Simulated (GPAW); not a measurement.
# Optical response of ZrC

Aim: the dielectric function of ZrC, and the optical constants that follow from it. The cell comes from an older database entry, whose edges can differ from later determinations, mostly by under a per cent.

Program: GPAW 26.7.0. Level of theory: DFT, revPBE, plane-wave PAW (GPAW data sets), scalar-relativistic, RPA, optical limit. Results are calculated unless marked as measured.

Report form: the programs' logs are mostly left out.

The database entry behind the starting cell differs from later determinations by our own check (an axis about 0.7 % long against later determinations), so it need not match the best structure at ambient conditions.

### 1. Starting point

It takes space group Fm-3m (No. 225, cubic). Conventional cell: a = 4.730 Å, b = 4.730 Å, c = 4.730 Å, α = 90.00°, β = 90.00°, γ = 90.00°. Nearest to Zr lie 6 C at 2.37 Å. Nearest to C lie 6 Zr at 2.37 Å. Farther neighbours are not listed.

### 2. Ground state

First the ground state: is it a metal or has it a gap?

This step: DFT, revPBE, plane-wave PAW (GPAW data sets), scalar-relativistic, ground state (GPAW 26.7.0).

File gs.py:

```python
from ase import Atoms
from ase.dft.bandgap import bandgap
from gpaw import GPAW, PW, FermiDirac

atoms = Atoms(['Zr', 'C'],
              cell=[[0.00000000, 2.36500000, 2.36500000],
                    [2.36500000, 0.00000000, 2.36500000],
                    [2.36500000, 2.36500000, 0.00000000]],
              scaled_positions=[[0.50000000, 0.50000000, 0.50000000],
                                [0.00000000, 0.00000000, 0.00000000]],
              pbc=[True, True, True])
atoms.calc = GPAW(mode=PW(400), xc='revPBE', kpts={'size': (8, 8, 8), 'gamma': True},
                  occupations=FermiDirac(0.05), maxiter=150, txt='gs.txt')
print('energy (eV)', atoms.get_potential_energy())
print('Fermi level (eV)', atoms.calc.get_fermi_level())
print('valence electrons', atoms.calc.get_number_of_electrons())
print('gap (eV)', bandgap(atoms.calc, output=None)[0])
print('direct gap (eV)', bandgap(atoms.calc, direct=True, output=None)[0])
atoms.calc.write('gs.gpw')
```

Run with:

```console
> OMP_NUM_THREADS=1 python gs.py
```

It took 4.2 s on 1 thread of Arm Neoverse V2, shared host; peak memory 0.13 GiB.

Read-outs, printed or worked out from the files:

- energy: -17.51 eV
- Fermi energy: 10.27 eV
- electrons: 16

There are states at the Fermi level within the smearing, so the occupations stay smeared and the carriers get a Drude term.

### 3. Bands for the response

The response needs many more empty bands than the density does.

This step: DFT, revPBE, plane-wave PAW (GPAW data sets), scalar-relativistic, bands at fixed density (GPAW 26.7.0).

File nscf.py:

```python
from ase.dft.bandgap import bandgap
from gpaw import GPAW, FermiDirac

calc = GPAW('gs.gpw').fixed_density(kpts={'size': (16, 16, 16), 'gamma': True}, nbands=30, convergence={'bands': 24},
                                    occupations=FermiDirac(0.05), txt='nscf.txt')
print('gap (eV)', bandgap(calc, output=None)[0])
print('direct gap (eV)', bandgap(calc, direct=True, output=None)[0])
print('top band over the Fermi level (eV)', min(calc.get_eigenvalues(kpt=k)[23] for k in range(len(calc.get_ibz_k_points()))) - calc.get_fermi_level())
calc.write('full.gpw', mode='all')
```

Run with:

```console
> OMP_NUM_THREADS=1 python nscf.py
```

The job ended after 23 s (1 thread; peak memory 0.18 GiB).

### 4. Dielectric function, RPA

Transitions between filled and empty bands, summed over the zone, give the optical response, so mesh, band count and broadening shape it.

The induced potential is part of this response.

This step: DFT, revPBE, plane-wave PAW (GPAW data sets), scalar-relativistic, RPA, optical limit (GPAW 26.7.0).

File df.py:

```python
from gpaw.response.df import DielectricFunction

df = DielectricFunction('full.gpw', frequencies={'type': 'nonlinear', 'domega0': 0.03, 'omega2': 8},
                        ecut=30,
                        eta=0.1,
                        nbands=24,
                        rate=0.03,
                        txt='df.txt')
for direction in ['x']:
    df.get_dielectric_function(xc='RPA', direction=direction, filename=f'df_{direction}.csv')
```

Run with:

```console
> OMP_NUM_THREADS=1 python df.py
```

Elapsed: 6.9 s, on 1 thread; peak memory 0.23 GiB.

The Im ε, E ∥ x has structure finer than the step of the table below, so its rows give means over 0.5 eV, whole bins alone (the curve runs from 0.305 to 15.0 eV). Peaks (eV: height): 0.98: 32.5, 1.63: 19.4, 3.34: 12.6.

Sum at mesh points, not converged in k. Im ε, E ∥ x against photon energy; means over each step:

photon energy (eV), Im ε, E ∥ x and a bar:
```
      1.0         26 ##############################
      1.5         16 ##################
      2.0         15 #################
      2.5         12 #############
      3.0         10 ###########
      3.5         11 ###########
      4.0         10 ##########
      4.5         10 ###########
      5.0          8 #########
      5.5          9 #########
      6.0          9 #########
      6.5          8 #########
      7.0          7 ######
      7.5          8 #########
      8.0          6 #####
      8.5          5 #####
      9.0          5 ####
      9.5          5 #####
     10.0          5 #####
     10.5          4 ###
     11.0          2 #
     11.5          2 #
     12.0          1 
     12.5          1 
     13.0          1 
     13.5          1 
     14.0          1 
     14.5          1
```

Values under 1 per cm are given as 1; sum at mesh points, not converged in k. Table of absorption coefficient, E ∥ x by photon energy:

```tsv
photon energy (eV)	absorption coefficient, E ∥ x (1/cm)
0.492	3.5e5
1.010	4.2e5
1.486	3.4e5
1.985	5.4e5
2.508	6.1e5
3.018	5.7e5
3.510	7.9e5
3.980	6.9e5
4.516	9.6e5
4.981	9.8e5
5.515	1.1e6
6.021	1.2e6
6.494	1.5e6
6.985	1.3e6
7.496	1.5e6
8.026	1.6e6
8.516	1.6e6
9.023	1.6e6
9.483	1.7e6
10.026	2.0e6
10.519	2.3e6
11.029	1.9e6
11.479	1.8e6
12.023	1.6e6
12.504	1.4e6
13.000	1.4e6
13.512	1.4e6
14.040	1.4e6
14.493	1.3e6
```

The reflectivity at normal incidence, E ∥ x has structure finer than the step of the table below, so its rows give means over 0.5 eV, whole bins alone (the curve runs from 0.305 to 15.0 eV). Peaks (eV: height): 3.43: 42.5, 6.55: 45.4, 7.85: 51.4, 10.74: 59.7.

Sum at mesh points, not converged in k. The reflectivity at normal incidence, E ∥ x by photon energy; means over each step:

```tsv
photon energy (eV)	reflectivity at normal incidence, E ∥ x (%)
1.0	59.2
1.5	47.8
2.0	46.3
2.5	43.1
3.0	37.0
3.5	39.7
4.0	36.0
4.5	39.5
5.0	36.2
5.5	36.1
6.0	37.4
6.5	42.4
7.0	35.3
7.5	39.7
8.0	45.2
8.5	38.8
9.0	40.3
9.5	36.8
10.0	44.3
10.5	55.7
11.0	54.7
11.5	54.8
12.0	51.9
12.5	38.4
13.0	34.8
13.5	30.2
14.0	30.1
14.5	25.8
```

Sum at mesh points, not converged in k. The loss function −Im 1/ε at q → 0, E ∥ x by energy loss; read off at these points:

energy loss (eV), loss function −Im 1/ε at q → 0, E ∥ x and a bar:
```
     0.50      0.013 
     1.00      0.031 #
     1.50      0.057 #
     2.00      0.060 ##
     2.50      0.074 ##
     3.00      0.073 ##
     3.50      0.088 ##
     4.00      0.090 ###
     4.50      0.097 ###
     5.00      0.117 ###
     5.50      0.106 ###
     6.00      0.107 ###
     6.50      0.107 ###
     7.00      0.149 #####
     7.50      0.118 ###
     8.00      0.154 #####
     8.50      0.179 ######
     9.00      0.192 ######
     9.28      0.216 #######
     9.50      0.183 ######
    10.00      0.159 #####
    10.50      0.131 ####
    11.00      0.205 ######
    11.50      0.227 #######
    12.00      0.293 #########
    12.50      0.529 #################
    13.00      0.594 ###################
    13.50      0.589 ###################
    14.00      0.663 ######################
    14.50      0.838 ###########################
    14.68      0.914 ##############################
```

The Im ε, E ∥ x has structure finer than the step of the table below, so its rows give means over 0.5 eV, whole bins alone (the curve runs from 0.305 to 15.0 eV). Peaks (eV: height): without local fields 0.98: 32.7, 1.63: 19.5, 3.34: 12.6; with local fields 0.98: 32.5, 1.63: 19.4, 3.34: 12.6.

Sum at mesh points, not converged in k. Table of Im ε, E ∥ x by photon energy; means over each step:

```tsv
photon energy (eV)	without local fields	with local fields
1.0	26.6	26.5
1.5	16.5	16.4
2.0	15.3	15.3
2.5	12.5	12.5
3.0	10.2	10.1
3.5	10.8	10.7
4.0	9.65	9.59
4.5	10.2	10.2
5.0	8.37	8.36
5.5	8.65	8.62
6.0	8.86	8.85
6.5	8.37	8.38
7.0	6.54	6.56
7.5	8.28	8.34
8.0	5.66	5.74
8.5	5.39	5.45
9.0	4.67	4.72
9.5	4.93	4.99
10.0	5.13	5.11
10.5	3.75	3.67
11.0	2.41	2.24
11.5	1.93	1.70
12.0	1.48	1.28
12.5	1.64	1.34
13.0	1.62	1.29
13.5	1.67	1.36
14.0	1.43	1.25
14.5	1.21	1.09
```

From ε follow the optical constants at some laser and lamp lines:

```tsv
wavelength (nm)	n	k	R (%)	1/α
1550	3.55	3.669	58.4	34 nm
1064	2.95	3.698	59.7	23 nm
800	3.58	2.373	46.2	27 nm
450	2.47	1.954	37.7	18 nm
365	2.77	2.242	42.4	13 nm
248	2.17	1.934	37.1	10 nm
193	2.11	2.289	43.4	6.7 nm
```

In reflection the computed colour is faintly yellow: x = 0.327, y = 0.345, luminous reflectivity 45 %.

### 5. What came out

What this shows: At this level (revPBE, RPA) ZrC is a metal. The mesh is too coarse to trust the carriers' weight, the reflectivity or the colour to better than tens of per cent. In reflection the computed colour is faintly yellow: x = 0.327, y = 0.345, luminous reflectivity 45 %. The carriers' damping of 0.03 eV is typed, not computed; it shapes the response at the lowest energies. In this version of GPAW the matrix elements of the optical limit are incomplete, which can lower ε − 1 by up to a tenth where first-row anions or d states rule, and shift it by more in d metals. GPAW's carrier term has the form −ωp²/(ω + i·rate)², which damps like twice the rate and fails at low energy, so the curves leave the lowest energies out. The sum runs over mesh points 0.14 Å⁻¹ apart with no interpolation, so peaks are partly noise of the mesh, and the Drude plasma energy, a sum over the Fermi surface, isn't converged.

[Machine, clock and banner lines and Python warnings are left out of the logs.]

[Logs are printed without paths, hosts, clocks, repeated set-up lines and the standing remarks that a program may print on its own settings, such as how far it seeks lower states.]

[Hosts, paths, dates, database ids (printed as entryN), source tags and the programs' standing remarks are cut or masked in the printed files.]
